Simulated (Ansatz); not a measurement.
# Moving the knobs of a GW run on FeAs2 (Lollingite)

Aim: change settings of a G0W0 run on FeAs2 (Lollingite) and see what moves.

Main program and level: Ansatz 0.2.0; G0W0 on LDA, plane waves, PAW.

In doubt: one-shot GW on d or f shells is unsure, so the values of those runs are not to be relied on; masses and optical values from hybrid runs of this build are listed as unsure (step 3), which bears on the screening that GW takes from such a start.

## (1) The starting structure

The structure is orthorhombic, space group Pnnm (No. 58). The conventional cell has a = 5.301 Å, b = 5.986 Å, c = 2.882 Å, α = 90.00°, β = 90.00°, γ = 90.00°. Nearest to Fe lie 6 As at 2.36 to 2.39 Å. Nearest to As lie 3 Fe at 2.36 to 2.39 Å and 1 As at 2.49 Å. Farther neighbours are not listed.

The cell and positions come from the Crystallography Open Database and are kept as given unless a step says otherwise. The default PAW set here is soft_2. Its files were made with PBE.

## (2) The base run: 4×4×6 mesh, 336 empty bands, screening to 138 eV

Now the one-shot GW correction: screening in the RPA, then the self-energy of the levels asked for.

input.yaml reads:

```yaml
crystal:
  lattice:
    - [5.3012, 0.0, 0.0]
    - [0.0, 5.9858, 0.0]
    - [0.0, 0.0, 2.8822]
  atoms:
    - { symbol: Fe, position: [0.0, 0.0, 0.0] }
    - { symbol: Fe, position: [0.5, 0.5, 0.5] }
    - { symbol: As, position: [0.1763, 0.3624, 0.0] }
    - { symbol: As, position: [0.8237, 0.6376, 0.0] }
    - { symbol: As, position: [0.6763, 0.1376, 0.5] }
    - { symbol: As, position: [0.3237, 0.8624, 0.5] }
kpoints:
  mp_grid: { grid: [4, 4, 6] }
hamiltonian:
  xc: lda
scf:
  occupations: { method: fixed }
gw:
  n_empty_bands: 336
  ecut_chi: 138
  qp_bands: [v2, c2]
  qp_kpoints: band_edges
  screening: { model: contour_deformation }
```

On the command line:

```sh
$ ansatz run input.yaml --threads 3 --pin off --max-ram 92160MiB --backend cuda --events-out ev --progress --plain --runs-dir out --devices 1 --max-vram 13GiB  # rebuilt from the run's record
```

Numbers of over 12 decimals in the logs are rounded to 6 here.

Log:

```text
GPUs: using 1 of 1 available (devices: 1).
Engine: ansatz 0.2.0, x86_64-unknown-linux-gnu
Pseudopotentials: kind: paw
Pseudopotential: Fe, paw, valence charge 16, recommended cutoff 420 eV (normal), Fe.paw.azcp
Pseudopotential: As, paw, valence charge 15, recommended cutoff 420 eV (normal), As.paw.azcp
Functional definition: SPW92
  exchange = slater_x
  correlation = pw_c
device memory: the entry about to start is reckoned to put 1.9 GiB on a device that reports 40.0 GiB free (of which the cap on the GPU budget leaves the run 13.0 GiB)
GPU FFT provider: cuFFT
GPU libraries: cuBLAS 13.8.2, cuFFT 12.4.0, cuSOLVER 12.3.4
Crystal: 6 atoms, lattice volume = 91.458 Å³
Basis set: ecut = 420 eV, 1781 PW (Γ)
Bands: 56, of which v1, the nominal top of the filled ones, is band 46 counted from 1 (45 counted from 0)
Symmetry: 8 space group operations
Space group: Pnnm (ITA 58), of the structure as read, at distance tolerance 4.5e-5 Å
k-points: 36 of 96
Non-local potential: Fe, projectors of the file, l = 0: 3, l = 1: 2, l = 2: 3, l = 3: 1
Non-local potential: As, projectors of the file, l = 0: 2, l = 1: 2, l = 2: 3, l = 3: 1
PAW form: soft (Blöchl's): semilocal exchange-correlation on the pseudo side does not see the compensation charge
PAW frozen core: Fe, regenerated for the run's functional, and the local potential with it (the file was generated under x = pbe(κ = 0.804, μ = 0.219515), c = pbe(β = 0.066725))
PAW frozen core: As, regenerated for the run's functional, and the local potential with it (the file was generated under x = pbe(κ = 0.804, μ = 0.219515), c = pbe(β = 0.066725))
PAW one-centre angular grid: Fe, 590 points (default); XC on 64 Gauss nodes
PAW one-centre angular grid: As, 590 points (default); XC on 64 Gauss nodes
Initial density: superposition of atomic densities (neutral atoms: chi_scale 0, normalization atom), corrected by the library's trained network
Initial wavefunctions: pseudopotential atomic-orbital guess
GPU buffer pool allocated for 32400 grid points (all kernels)
GPU transforms: local potential and band sums: pruned to the plane-wave sphere, on 36×45×20
Functional: x = slater, c = lda
SCF iter   1: F=—  HF=-27936.826389 eV  |F-HF|=—  |Δ(HF+E_count)|=         —  Δρ=9.49e-3  dr2=4.18e-2  ethr=1.77e-3  ⟨swp⟩=4.4  Hψ=5913  notcnv=0  defer=261
preconditioner: auto → Resta (q_TF=auto, 2.731 Å⁻¹)  ε∞=9.5  [insulator: Δε(μ)=0.270 eV  Ē_g=8.012 eV  n_scr=38 (ndim 8)  ℏωp=23.3 eV  f_vac=0.000  ε∞_Penn≈9.5]
SCF iter   2: F=—  HF=-27936.827907 eV  |F-HF|=—  |Δ(HF+E_count)|=   1.52e-3  Δρ=9.81e-3  dr2=9.82e-2  ethr=4.54e-5  ⟨swp⟩=3.0  Hψ=4071  notcnv=0  defer=287
SCF iter   3: F=—  HF=-27936.819662 eV  |F-HF|=—  |Δ(HF+E_count)|=   8.24e-3  Δρ=5.86e-3  dr2=2.08e-2  ethr=4.54e-5  ⟨swp⟩=3.0  Hψ=2472  notcnv=0  defer=287
[...]
device memory: the entry about to start is reckoned to put 4.7 GiB on a device that reports 40.0 GiB free (of which the cap on the GPU budget leaves the run 13.0 GiB)
NSCF: frozen V_eff on 36 k-points
G₀W₀ screening: q 1/36
[... further progress lines ...]
SCF converged after 9 iterations
Free energy (F): -27936.816318 eV
Harris-Foulkes:  -27936.816318 eV  (|F-HF|=3.05e-8)
Internal energy: -27936.816318 eV  (E = F + TS)
E sigma→0 (E₀):  -27936.816318 eV
Fermi energy:    14.240246 eV
--- Per-component energies (eV) ---
  E_band       = -1229.173982
  E_kinetic    = 1130.334270
  E_local      = -10544.402309  (includes V_loc(G=0)·N_el)
  E_nonlocal   = -2220.504142
  E_hartree    = 5362.008276
  E_xc         = -555.841101
  E_vxc        = -629.083606  (∫ρ·V_xc dr)
  E_paw        = -9625.640145  (= ΣΔE_a)
  E_vpaw       = 310.477497  (= ΣTr[D̂ρ^β])
  E_aug_tail   = 0.001579  (compensation charges beyond the density's cutoff)
  E_ewald      = -11491.876738
  E_core_change = 9.103992  (= ΣΔE_core)
  E_smearing   = -0.000000  (= −TS)
  E_closure    = 0.000000  (closes the sum)
  Σ components = -27936.816318   (vs F -27936.816318, Δ=0.00e0)
--- Band table (eV; the first three rows and the last of 36) ---
  k-point 0: bands = [... 42 lower, 13.6783, 14.0303, 14.0827, 14.1629, 15.8356, 16.7035, 18.4363, 18.9442, ... 6 higher]
  k-point 1: bands = [... 42 lower, 13.6512, 13.7147, 13.8894, 13.9335, 14.7762, 15.9045, 16.3975, 17.6391, ... 6 higher]
  k-point 2: bands = [... 42 lower, 13.2988, 13.4734, 13.5829, 13.9085, 14.4943, 14.8592, 15.8490, 16.0193, ... 6 higher]
  k-point 35: bands = [... 42 lower, 13.4338, 13.4338, 14.2046, 14.2046, 14.7983, 14.7983, 16.6746, 16.6746, ... 6 higher]
--- G₀W₀: contour deformation, 9 samples at zero and on the imaginary axis and 1 off it, 96 q-points, 336 empty bands' worth ---
  eigenvalues of the whole cell's RPA ε∞ on this k-mesh (on a slab, of 1 + 4πα/V) = 26.0083, 28.5211, 41.3950; static W/v taken at q = 0 is 0.032643
  gw.qp_kpoints: band_edges: 36 of 36 stored k-points solved, in 2 passes; an edge of the gap read off the rows below is read off those points alone
    ik  band        ε_KS         Σx   Σc(E_QP)       V_xc       Z   E_QP_lin       E_QP  E_QP is
     0    45     14.0827   -35.0041     5.6401   -30.2494  0.6168    14.9377    14.9683  root
     0    46     14.1629   -35.2905     5.6526   -30.5366  0.6186    15.0336    15.0616  root
     0    47     15.8356   -26.0968    -2.8207   -29.9278  0.6703    16.8440    16.8458  root
     0    48     16.7035   -11.0035    -4.1921   -15.4125  0.7580    16.9214    16.9204  root
     1    45     13.8894   -30.1463     2.7647   -28.2512  0.6446    14.7325    14.7591  root
     1    46     13.9335   -33.6180     5.3862   -29.0750  0.6116    14.7393    14.7767  root
     1    47     14.7762   -20.2250    -2.7618   -23.6327  0.6845    15.4321    15.4221  root
     1    48     15.9045   -24.8139    -2.9996   -28.7546  0.6730    16.8436    16.8456  root
[...]
35    45     14.2046   -22.5429     2.2468   -20.5693  0.7118    14.4758    14.4778  root
    35    46     14.2046   -22.5429     2.2468   -20.5693  0.7118    14.4758    14.4778  root
    35    47     14.7983   -25.4952    -4.2245   -30.7293  0.6290    15.8181    15.8079  root
    35    48     14.7983   -25.4952    -4.2245   -30.7293  0.6290    15.8181    15.8079  root
```

It took 2.6 min on 1 × NVIDIA H100 80GB HBM3 (shared by 6 runs) with 3 threads of AMD EPYC 7R13 (Zen 3), shared host; peak memory 2.3 GiB.

Numbers from this step:

```yaml
bands_summed: 382
rpa_eps_infinity_on_this_mesh_eigenvalues: 26.01, 28.52, 41.40
plane_waves_in_the_screening_matrix: 337
q_points_in_the_mesh: 96
g0w0_gap_on_the_mesh: 0.3606 eV
k_of_the_valence_top: 0, 0, 0
k_of_the_conduction_bottom: 0, 0, 0.1667
starting_gap_on_the_mesh: 0.2540 eV
z_at_the_valence_top: 0.6186
z_at_the_conduction_bottom: 0.6845
least_direct_g0w0_gap_on_the_computed_points: 0.6146 eV
```

The gap on the mesh goes from 0.25 eV to 0.36 eV, a correction of +0.11 eV, though a band edge has moved to another state.

## (3) Variant: starting point

This step: G0W0 on Hartree-Fock, plane waves, PAW.

input.yaml: that of step 2 with these lines changed.

```diff
@@ -13,5 +13,5 @@
 kpoints:
-  mp_grid: { grid: [4, 4, 6] }
+  mp_grid: { grid: [4, 2, 4] }
 hamiltonian:
-  xc: lda
+  xc: hf
 scf:
@@ -19,4 +19,4 @@
 gw:
-  n_empty_bands: 336
-  ecut_chi: 138
+  n_empty_bands: 207
+  ecut_chi: 100
   qp_bands: [v2, c2]
```

Log:

```text
GPUs: using 1 of 1 available (devices: 1).
[...]
davidson cushion auto → on  (no smearing: the cushion is to keep the highest requested band from converging to the state above it; pin scf.eigensolver.cushion to override)
[...]
GPU FFT provider: cuFFT
GPU libraries: cuBLAS 13.8.2, cuFFT 12.4.0, cuSOLVER 12.3.4
Crystal: 6 atoms, lattice volume = 91.458 Å³
Basis set: ecut = 420 eV, 1781 PW (Γ)
Bands: 56, of which v1, the nominal top of the filled ones, is band 46 counted from 1 (45 counted from 0)
[... 1 set-up line as in the run before ...]
[...]
k-points: 18 of 32
[...]
GPU buffer pool allocated for 32400 grid points (all kernels)
[...]
SCF iter   1: F=—  HF=-28142.790699 eV  |F-HF|=—  |Δ(HF+E_count)|=         —  Δρ=1.83e-2  dr2=2.74e-1  ethr=1.77e-3  ⟨swp⟩=7.3  Hψ=4489  notcnv=0
[...]
SCF iter   6: F=-28142.742895 eV  HF=-28142.742891 eV  |F-HF|=4.36e-6  |Δ(HF+E_count)|=   1.11e-5  Δρ=1.58e-4  dr2=1.28e-5  ethr=6.48e-8  ⟨swp⟩=4.0  Hψ=2660  notcnv=0
SCF 1 stopped early in 6 iterations: F = -28142.742895 eV  dr2 = 1.28e-5
[...]
GPU FFT provider: cuFFT
GPU libraries: cuBLAS 13.8.2, cuFFT 12.4.0, cuSOLVER 12.3.4
[...]
GPU buffer pool allocated for 32400 grid points (all kernels)
[...]
--- Band table (eV; the first three rows and the last of 18) ---
  k-point 0: bands = [... 42 lower, 8.9717, 10.9466, 13.6676, 13.8484, 21.4442, 23.4631, 24.0951, 24.6777]
  k-point 1: bands = [... 42 lower, 10.5634, 10.7137, 11.2776, 11.7720, 20.2166, 20.7124, 21.2740, 21.3060]
  k-point 2: bands = [... 42 lower, 9.7017, 9.7017, 10.5767, 10.5767, 20.3203, 20.3203, 22.1722, 22.1722]
  k-point 17: bands = [... 42 lower, 10.6124, 10.6124, 11.9750, 11.9750, 21.9110, 21.9110, 22.8085, 22.8085]
  guard bands above this table: 6 of the run's 56 bands. The solve was not asked for them (output.publish_guard_bands: true or output.eigenvalues: true publishes all)
[...]
bands read: the sum over 253 bands ends inside a degenerate multiplet in 14 slots, whose members it reads at an even weight; the widest, k=2: bands 253 to 254 (counted from 1) at 1/2 each
[...]
0    45     13.6676   -22.0577     0.5597   -21.9070  0.8379    14.0761    14.0766  root
     0    46     13.8484   -22.3508     0.5410   -22.2486  0.8383    14.2867    14.2872  root
     0    47     21.4442   -10.1055    -3.1855   -10.2297  0.8721    18.4091    18.3828  root
     0    48     23.4631    -9.7558    -3.3999    -9.8073  0.8687    20.1518    20.1147  root
     1    45     11.2776   -19.7311     1.4328   -19.6660  0.8548    12.6386    12.6452  root
     1    46     11.7720   -18.6477     1.1861   -18.5682  0.8529    12.8743    12.8786  root
     1    47     20.2166   -13.9114    -2.6816   -14.0072  0.8633    17.6491    17.6307  root
     1    48     20.7124   -15.8776    -2.6882   -15.9175  0.8592    18.0841    18.0640  root
[...]
17    45     11.9750   -17.5734     1.4860   -17.5036  0.8701    13.3851    13.3912  root
    17    46     11.9750   -17.5734     1.4860   -17.5036  0.8701    13.3851    13.3912  root
    17    47     21.9110   -11.9157    -3.6398   -11.9311  0.8559    18.3315    18.2865  root
    17    48     21.9110   -11.9157    -3.6398   -11.9311  0.8559    18.3315    18.2865  root
[key lines of the parts left out:]
Free energy (F): -28151.024898 eV
Fermi energy:    13.848411 eV
```

Run time: 81 s. Hardware: 1 × NVIDIA H100 80GB HBM3 (shared by 6 runs) with 3 threads; peak memory 1.8 GiB.

The G0W0 gap on the mesh is 2.933 eV.

Against the base:

| setting | base | variant |
| --- | --- | --- |
| start | LDA | Hartree-Fock |
| mesh | 4×4×6 | 4×2×4 |
| empty bands | 336 | 207 |
| screening cutoff (eV) | 138 | 100 |

| quantity | variant | base |
| --- | --- | --- |
| starting gap on the mesh | 5.911 | 0.254 |
| G0W0 gap on the mesh | 2.933 | 0.361 |
| least direct G0W0 gap on the computed points | 3.925 | 0.615 |
| Z at the valence top | 0.838 | 0.619 |
| Z at the conduction bottom | 0.844 | 0.685 |

## (4) Summary of results

```json
{
  "base": "0.36 eV, 2.6 min",
  "starting point": "2.93 eV, 81 s"
}
```

What this shows: Starting point: the gap moves by +2.57 eV. The variant differs from the base in start, mesh, empty bands and screening cutoff together, so the change can't be laid to one of them. All runs here use a coarse mesh and modest cutoffs; they test settings and are not final values. The 4×4×6 mesh is coarse for this cell (its supercell is 17 Å along the shortest edge). The RPA ε∞ on it, from the LDA start, is 26.01, 28.52 and 41.40; such meshes misread the long-range screening, most where the gap is narrow. The RPA ε∞ on this mesh reaches over 25; with a narrow direct gap a coarse mesh can overstate it, and the correction is then too small. The runs have no spin polarisation. For a closed low-spin shell that is the natural state; where a d or f shell is open it is a constraint, and the gap is then not the crystal's own. With d states at the gap, one-shot GW leans hard on its start. The many-body steps are scalar-relativistic: spin-orbit coupling is not in them.

[Paths, hosts, dates, memory and timing lines, banners, echoed tables and standing remarks are left out of the program output.]

[Logs are printed without paths, hosts, clocks, repeated set-up lines and the standing remarks that a program may print on its own settings, such as how far it seeks lower states.]

[Runs of the session that timed out or met a known fault of the program may be left out.]

[Cells called generated may have been cut or substituted from an entry of the Crystallography Open Database or the Materials Project.]

[Hosts, paths, dates, database ids (printed as entryN), source tags and the programs' standing remarks are cut or masked in the printed files.]
